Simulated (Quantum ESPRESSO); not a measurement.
# KMgF3 (Pm-3m): modes at Γ and the response to a field, part 2 of 3

Which modes does KMgF3 (Pm-3m) have at the zone centre?

Quantum ESPRESSO 7.5; DFT LDA, scalar-relativistic, plane waves, PseudoDojo norm-conserving pseudopotentials.

So far. Step 2 (A first look): A gap of 7.0 eV opens on this mesh, so the crystal is taken as an insulator; the start stands at -4.6 GPa. Step 4 (Self-consistent run for the response): The cell stands at -0.011 GPa, close enough for phonons. The relaxed cell has a = 3.907 Å (conventional setting).

### Step 5. Zone-centre response

At q = 0 one unit cell holds all displacements; symmetry groups them into irreducible representations that are solved one by one. The response to a field gives ε∞ and the Born charges, which polar modes need.

ph.in

```
phonons
 &inputph
    prefix='x',
    outdir='./tmp',
    fildyn='g.dyn',
    tr2_ph=1.0d-18,
    epsil=.true.,
 /
0.000000000000 0.000000000000 0.000000000000
```

On the command line:

```bash
OMP_NUM_THREADS=1 mpirun -n 4 ph.x -nk 4 -in ph.in > ph.out
```

The log of the run:

```text
[banners, grids, parts of the stress and lines that vanish by symmetry left out]
[banner, memory and clock lines left out]
Program PHONON v.7.5

     ./tmp/x.save/

     IMPORTANT: XC functional enforced from input :
     Exchange-correlation= PW
                           (   1   4   0   0   0   0   0)
     Any further DFT definition will be discarded
     Please, verify this is what you really want

     G-vector sticks info

     Reading collected, re-writing distributed wavefunctions in ./tmp/

     Number and degeneracy of irreps per q-point
       N         xq(1)         xq(2)         xq(3)   N irreps
       1   0.000000000   0.000000000   0.000000000       5
        3   3   3   3   3

     Calculation of q =    0.0000000   0.0000000   0.0000000

     phonons

     bravais-lattice index     =            1
     lattice parameter (alat)  =       7.3831  a.u.
     unit-cell volume          =     402.4473 (a.u.)^3
     number of atoms/cell      =            5
     number of atomic types    =            3
     kinetic-energy cut-off    =      92.0000  Ry
     charge density cut-off    =     368.0000  Ry
     convergence threshold     =      1.0E-18
     beta                      =       0.7000
     number of iterations used =            4
     Exchange-correlation= PW
                           (   1   4   0   0   0   0   0)

     celldm(1)=    7.38306  celldm(2)=    0.00000  celldm(3)=    0.00000
     celldm(4)=    0.00000  celldm(5)=    0.00000  celldm(6)=    0.00000

     crystal axes: (cart. coord. in units of alat)
               a(1) = (  1.0000  0.0000  0.0000 )
               a(2) = (  0.0000  1.0000  0.0000 )
               a(3) = (  0.0000  0.0000  1.0000 )

     reciprocal axes: (cart. coord. in units 2 pi/alat)
               b(1) = (  1.0000  0.0000  0.0000 )
               b(2) = (  0.0000  1.0000  0.0000 )
               b(3) = (  0.0000  0.0000  1.0000 )

     Atoms inside the unit cell:

     Cartesian axes

     site n.  atom      mass           positions (alat units)
        1  K      39.0983   tau(    1) = (    0.50000    0.50000    0.50000  )
        2  Mg     24.3050   tau(    2) = (    0.00000    0.00000    0.00000  )
        3  F      18.9984   tau(    3) = (    0.50000    0.00000    0.00000  )
        4  F      18.9984   tau(    4) = (    0.00000    0.50000    0.00000  )
        5  F      18.9984   tau(    5) = (    0.00000    0.00000    0.50000  )

     Computing dynamical matrix for
                    q = (   0.0000000   0.0000000   0.0000000 )

     49 Sym.Ops. (with q -> -q+G )

     G cutoff =  508.1135  (  47937 G-vectors)     FFT grid: ( 45, 45, 45)
     number of k points=    35
                       cart. coord. in units 2pi/alat
        k(    1) = (   0.0000000   0.0000000   0.0000000), wk =   0.0039062
        k(    2) = (   0.0000000   0.0000000   0.1250000), wk =   0.0234375
        k(    3) = (   0.0000000   0.0000000   0.2500000), wk =   0.0234375
        [... further k-points left out ...]

     PseudoPot. # 1 for K  read from file:
     ./pseudo/K.upf
     Pseudo is Norm-conserving + core correction, Zval =  9.0

     PseudoPot. # 2 for Mg read from file:
     ./pseudo/Mg.upf
     Pseudo is Norm-conserving, Zval = 10.0

     PseudoPot. # 3 for F  read from file:
     ./pseudo/F.upf
     Pseudo is Norm-conserving + core correction, Zval =  7.0

     Mode symmetry, O_h (m-3m)  point group:

     Electric field:
     Dielectric constant
     Born effective charges as d Force / d E

     Atomic displacements:
     There are    5 irreducible representations

     Representation     1      3 modes -  To be done

     Representation     2      3 modes -  To be done

     Representation     3      3 modes -  To be done

     Representation     4      3 modes -  To be done

     Representation     5      3 modes -  To be done

     Alpha used in Ewald sum =   2.8000

     Electric Fields Calculation

      iter #   1   av.it.:   6.8
      thresh= 1.000E-02 alpha_mix =  0.700 |ddv_scf|^2 =  1.689E-08

      [... iterations left out ...]
      iter #   8   av.it.:  13.1
      thresh= 3.150E-10 alpha_mix =  0.700 |ddv_scf|^2 =  6.667E-19

     End of electric fields calculation

          Dielectric constant in cartesian axis

          (       2.157868877       0.000000000       0.000000000 )
          (       0.000000000       2.157868877       0.000000000 )
          (       0.000000000       0.000000000       2.157868877 )

          Effective charges (d Force / dE) in cartesian axis without acoustic sum rule applied (asr)

           atom    1  K     Mean Z*:        1.19490
      Ex  (        1.19490        0.00000        0.00000 )
      Ey  (        0.00000        1.19490        0.00000 )
      Ez  (        0.00000        0.00000        1.19490 )
           atom    2  Mg    Mean Z*:        1.98931
      Ex  (        1.98931        0.00000        0.00000 )
      Ey  (        0.00000        1.98931        0.00000 )
      Ez  (        0.00000        0.00000        1.98931 )
           atom    3  F     Mean Z*:       -1.06138
      Ex  (       -1.25161        0.00000        0.00000 )
      Ey  (        0.00000       -0.96627        0.00000 )
      Ez  (        0.00000        0.00000       -0.96627 )
           atom    4  F     Mean Z*:       -1.06138
      Ex  (       -0.96627        0.00000        0.00000 )
      Ey  (        0.00000       -1.25161        0.00000 )
      Ez  (        0.00000        0.00000       -0.96627 )
           atom    5  F     Mean Z*:       -1.06138
      Ex  (       -0.96627        0.00000        0.00000 )
      Ey  (        0.00000       -0.96627        0.00000 )
      Ez  (        0.00000        0.00000       -1.25161 )

          Effective charges Sum: Mean:        0.00007
              0.00007        0.00000        0.00000
              0.00000        0.00007        0.00000
              0.00000        0.00000        0.00007

          Effective charges (d Force / dE) in cartesian axis with asr applied:
           atom    1  K     Mean Z*:        1.19489
      E*x (        1.19489        0.00000        0.00000 )
      E*y (        0.00000        1.19489        0.00000 )
      E*z (        0.00000        0.00000        1.19489 )
           atom    2  Mg    Mean Z*:        1.98930
      E*x (        1.98930        0.00000        0.00000 )
      E*y (        0.00000        1.98930        0.00000 )
      E*z (        0.00000        0.00000        1.98930 )
           atom    3  F     Mean Z*:       -1.06140
      E*x (       -1.25163        0.00000        0.00000 )
      E*y (        0.00000       -0.96628        0.00000 )
      E*z (        0.00000        0.00000       -0.96628 )
           atom    4  F     Mean Z*:       -1.06140
      E*x (       -0.96628        0.00000        0.00000 )
      E*y (        0.00000       -1.25163        0.00000 )
      E*z (        0.00000        0.00000       -0.96628 )
           atom    5  F     Mean Z*:       -1.06140
      E*x (       -0.96628        0.00000        0.00000 )
      E*y (        0.00000       -0.96628        0.00000 )
      E*z (        0.00000        0.00000       -1.25163 )

     Representation #   1 modes #   1   2   3

     Self-consistent Calculation

      iter #   1   av.it.:   7.2
      thresh= 1.000E-02 alpha_mix =  0.700 |ddv_scf|^2 =  7.338E-07

      [... iterations left out ...]
      iter #   9   av.it.:  12.7
      thresh= 1.108E-10 alpha_mix =  0.700 |ddv_scf|^2 =  1.832E-20

     End of self-consistent calculation

     Convergence has been achieved

     Representation #   2 modes #   4   5   6

     Self-consistent Calculation

      iter #   1   av.it.:   7.0
      thresh= 1.000E-02 alpha_mix =  0.700 |ddv_scf|^2 =  1.280E-06

      [... iterations left out ...]
      iter #   9   av.it.:  13.8
      thresh= 1.953E-10 alpha_mix =  0.700 |ddv_scf|^2 =  1.808E-20

     End of self-consistent calculation

     Convergence has been achieved

     Representation #   3 modes #   7   8   9

     Self-consistent Calculation

      iter #   1   av.it.:   6.4
      thresh= 1.000E-02 alpha_mix =  0.700 |ddv_scf|^2 =  5.850E-07

      [... iterations left out ...]
      iter #   8   av.it.:  13.8
      thresh= 3.145E-10 alpha_mix =  0.700 |ddv_scf|^2 =  7.732E-20

     End of self-consistent calculation

     Convergence has been achieved

     Representation #   4 modes #  10  11  12

     Self-consistent Calculation

      iter #   1   av.it.:   7.1
      thresh= 1.000E-02 alpha_mix =  0.700 |ddv_scf|^2 =  7.395E-07

      [... iterations left out ...]
      iter #   8   av.it.:  13.8
      thresh= 6.422E-10 alpha_mix =  0.700 |ddv_scf|^2 =  4.050E-19

     End of self-consistent calculation

     Convergence has been achieved

     Representation #   5 modes #  13  14  15

     Self-consistent Calculation

      iter #   1   av.it.:   6.9
      thresh= 1.000E-02 alpha_mix =  0.700 |ddv_scf|^2 =  3.624E-07

      [... iterations left out ...]
      iter #   7   av.it.:  13.3
      thresh= 1.652E-10 alpha_mix =  0.700 |ddv_scf|^2 =  3.456E-20

     End of self-consistent calculation

     Convergence has been achieved

     Number of q in the star =    1
     List of q in the star:
          1   0.000000000   0.000000000   0.000000000

          Dielectric constant in cartesian axis

          (       2.157868877       0.000000000       0.000000000 )
          (       0.000000000       2.157868877       0.000000000 )
          (       0.000000000       0.000000000       2.157868877 )

          Effective charges (d Force / dE) in cartesian axis without acoustic sum rule applied (asr)

           atom    1  K     Mean Z*:        1.19490
      Ex  (        1.19490        0.00000        0.00000 )
      Ey  (        0.00000        1.19490        0.00000 )
      Ez  (        0.00000        0.00000        1.19490 )
           atom    2  Mg    Mean Z*:        1.98931
      Ex  (        1.98931        0.00000        0.00000 )
      Ey  (        0.00000        1.98931        0.00000 )
      Ez  (        0.00000        0.00000        1.98931 )
           atom    3  F     Mean Z*:       -1.06138
      Ex  (       -1.25161        0.00000        0.00000 )
      Ey  (        0.00000       -0.96627        0.00000 )
      Ez  (        0.00000        0.00000       -0.96627 )
           atom    4  F     Mean Z*:       -1.06138
      Ex  (       -0.96627        0.00000        0.00000 )
      Ey  (        0.00000       -1.25161        0.00000 )
      Ez  (        0.00000        0.00000       -0.96627 )
           atom    5  F     Mean Z*:       -1.06138
      Ex  (       -0.96627        0.00000        0.00000 )
      Ey  (        0.00000       -0.96627        0.00000 )
      Ez  (        0.00000        0.00000       -1.25161 )

          Effective charges Sum: Mean:        0.00007
              0.00007        0.00000        0.00000
              0.00000        0.00007        0.00000
              0.00000        0.00000        0.00007

          Effective charges (d Force / dE) in cartesian axis with asr applied:
           atom    1  K     Mean Z*:        1.19489
      E*x (        1.19489        0.00000        0.00000 )
      E*y (        0.00000        1.19489        0.00000 )
      E*z (        0.00000        0.00000        1.19489 )
           atom    2  Mg    Mean Z*:        1.98930
      E*x (        1.98930        0.00000        0.00000 )
      E*y (        0.00000        1.98930        0.00000 )
      E*z (        0.00000        0.00000        1.98930 )
           atom    3  F     Mean Z*:       -1.06140
      E*x (       -1.25163        0.00000        0.00000 )
      E*y (        0.00000       -0.96628        0.00000 )
      E*z (        0.00000        0.00000       -0.96628 )
           atom    4  F     Mean Z*:       -1.06140
      E*x (       -0.96628        0.00000        0.00000 )
      E*y (        0.00000       -1.25163        0.00000 )
      E*z (        0.00000        0.00000       -0.96628 )
           atom    5  F     Mean Z*:       -1.06140
      E*x (       -0.96628        0.00000        0.00000 )
      E*y (        0.00000       -0.96628        0.00000 )
      E*z (        0.00000        0.00000       -1.25163 )

     Diagonalizing the dynamical matrix

     q = (    0.000000000   0.000000000   0.000000000 )

 **************************************************************************
     freq (    1) =       0.252376 [THz] =       8.418348 [cm-1]
     freq (    2) =       0.252376 [THz] =       8.418348 [cm-1]
     freq (    3) =       0.252376 [THz] =       8.418348 [cm-1]
     freq (    4) =       4.661787 [THz] =     155.500476 [cm-1]
     freq (    5) =       4.661787 [THz] =     155.500476 [cm-1]
     freq (    6) =       4.661787 [THz] =     155.500476 [cm-1]
     freq (    7) =       5.556640 [THz] =     185.349560 [cm-1]
     freq (    8) =       5.556640 [THz] =     185.349560 [cm-1]
     freq (    9) =       5.556640 [THz] =     185.349560 [cm-1]
     freq (   10) =       8.564679 [THz] =     285.686933 [cm-1]
     freq (   11) =       8.564679 [THz] =     285.686933 [cm-1]
     freq (   12) =       8.564679 [THz] =     285.686933 [cm-1]
     freq (   13) =      15.478375 [THz] =     516.303008 [cm-1]
     freq (   14) =      15.478375 [THz] =     516.303008 [cm-1]
     freq (   15) =      15.478375 [THz] =     516.303008 [cm-1]
 **************************************************************************

     Mode symmetry, O_h (m-3m)  point group:

     freq (   1-   3) =          8.4  [cm-1]   --> T_1u G_15  G_4- I
     freq (   4-   6) =        155.5  [cm-1]   --> T_1u G_15  G_4- I
     freq (   7-   9) =        185.3  [cm-1]   --> T_2u G_25  G_5-
     freq (  10-  12) =        285.7  [cm-1]   --> T_1u G_15  G_4- I
     freq (  13-  15) =        516.3  [cm-1]   --> T_1u G_15  G_4- I
```

Run time: 22 min. Hardware: 4 MPI ranks of Intel Xeon at 2.70GHz, shared host; 87 min of CPU time.

This step gave:

- miss of the charge sum rule: 6.00e-5 e
- largest acoustic frequency at the zone centre before the sum rule: 8.42 cm⁻¹
- highest optical zone-centre mode (no LO-TO term): 516.3 cm⁻¹
- lowest optical zone-centre mode: 155.5 cm⁻¹
- mean high-frequency dielectric constant: 2.158
- largest Born charge in size (third of the trace): 1.989 e

Born charge (rows field, columns displacement), before the sum rule (e), principal values of the symmetric part by kind of site:

```tsv
atom	atoms with these values	low	middle	high	mean
K1	1	1.19	1.19	1.19	1.19
Mg2	1	1.99	1.99	1.99	1.99
F3	3	-1.25	-0.97	-0.97	-1.06
```

In full for K1:

```
1.19 0.00 0.00
0.00 1.19 0.00
0.00 0.00 1.19
```

High-frequency dielectric tensor:

```
2.16 0.00 0.00
0.00 2.16 0.00
0.00 0.00 2.16
```

The acoustic modes at Γ come out as far as 8.4 cm⁻¹ from zero, where they should vanish, a small numerical error; the Born charges miss their sum rule by 6.0e-5 e, which is good.

### Step 6. Modes with the sum rule

A rigid shift of the crystal must cost nothing, but grids and finite bases break this; the acoustic sum rule is imposed before the matrix is diagonalised again. With Born charges the intensities follow, and the static dielectric tensor.

dynmat.in

```
 &input
    fildyn='g.dyn',
    asr='simple',
    fileig='dynmat.eig',
    lperm=.true.,
 /
```

On the command line:

```bash
dynmat.x -in dynmat.in > dynmat.out
```

The log of the run:

```text
[banner, memory and clock lines left out]
Program DYNMAT v.7.5

     Reading Dynamical Matrix from file g.dyn
     ...Force constants read
     ...epsilon and Z* read
     A direction for q was not specified:TO-LO splitting will be absent

     Polarizability (A^3 units)
     multiply by 0.721523 for Clausius-Mossotti correction
         5.494927    0.000000    0.000000
         0.000000    5.494927    0.000000
         0.000000    0.000000    5.494927

     IR activities are in (D/A)^2/amu units

# mode   [cm-1]    [THz]      IR
    1     -0.00   -0.0000    0.0000
    2      0.00    0.0000    0.0000
    3      0.00    0.0000    0.0000
    4    155.44    4.6600    1.8133
    5    155.44    4.6600    1.8133
    6    155.44    4.6600    1.8133
    7    185.38    5.5575    0.0000
    8    185.38    5.5575    0.0000
    9    185.38    5.5575    0.0000
   10    285.43    8.5570    2.8380
   11    285.43    8.5570    2.8380
   12    285.43    8.5570    2.8380
   13    516.18   15.4748    4.1177
   14    516.18   15.4748    4.1177
   15    516.18   15.4748    4.1177

Electronic dielectric permittivity tensor (relative, adimensional)
         2.157869    0.000000    0.000000
         0.000000    2.157869    0.000000
         0.000000    0.000000    2.157869

 ... with zone-center polar mode contributions
         6.640386   -0.000000   -0.000000
        -0.000000    6.640386   -0.000000
        -0.000000    0.000000    6.640386

[end of the log left out, with the tail of the file of modes that dynmat.x writes under the same name]
```

Run time: 0.75 s. Hardware: 1 thread.

Numbers from this step:

```yaml
highest_optical_zone_centre_mode_no_lo_to_term: 516.2 cm⁻¹
lowest_optical_zone_centre_mode: 155.4 cm⁻¹
mean_static_dielectric_constant: 6.640
```

Unit eigenvectors of the mass-weighted matrix after the sum rule; no LO-TO term. The modes at Γ (shares of kinetic energy by element, %):

```tsv
mode	frequency (cm⁻¹)	symmetry	K %	Mg %	F %
1	0.0	acoustic	32	20	47
2	0.0	acoustic	32	20	47
3	0.0	acoustic	32	20	47
4	155.4	T1u	67	5	28
5	155.4	T1u	67	5	28
6	155.4	T1u	67	5	28
7	185.4	T2u	0	0	100
8	185.4	T2u	0	0	100
9	185.4	T2u	0	0	100
10	285.4	T1u	1	41	58
11	285.4	T1u	1	41	58
12	285.4	T1u	1	41	58
13	516.2	T1u	0	33	67
14	516.2	T1u	0	33	67
15	516.2	T1u	0	33	67
```

Displacements in mode 5 (155.4 cm⁻¹), the largest set to 1:
```
K1   0.51  1.00 -0.11
Mg2 -0.19 -0.36  0.04
F3  -0.23 -0.58  0.06
F4  -0.30 -0.44  0.06
F5  -0.30 -0.58  0.05
```

Displacements in mode 15 (516.2 cm⁻¹), the largest set to 1:
```
K1   0.00  0.00  0.01
Mg2  0.00  0.00 -0.63
F3   0.00  0.00 -0.11
F4   0.00  0.00 -0.11
F5   0.00  0.00  1.00
```

Degenerate modes summed, no LO-TO term. Lines of the infrared spectrum (strongest = 100):

```tsv
position (cm⁻¹)	lines merged	label	IR intensity, relative
155	3	T1u	44
185	3	T2u	0.0
285	3	T1u	69
516	3	T1u	100
```

Static dielectric tensor (ions relaxed, fixed cell):

```
6.64 0.00 0.00
0.00 6.64 0.00
0.00 0.00 6.64
```

The rule moves no optical mode by more than 0.3 cm⁻¹.

(Continued in part 3 of 3.)

[Host names and launcher messages were left out of these logs when they were recorded.]

[Logs are printed without paths, hosts, clocks, repeated set-up lines and the standing remarks that a program may print on its own settings, such as how far it seeks lower states.]

[Hosts, paths, dates, database ids (printed as entryN), source tags and the programs' standing remarks are cut or masked in the printed files.]
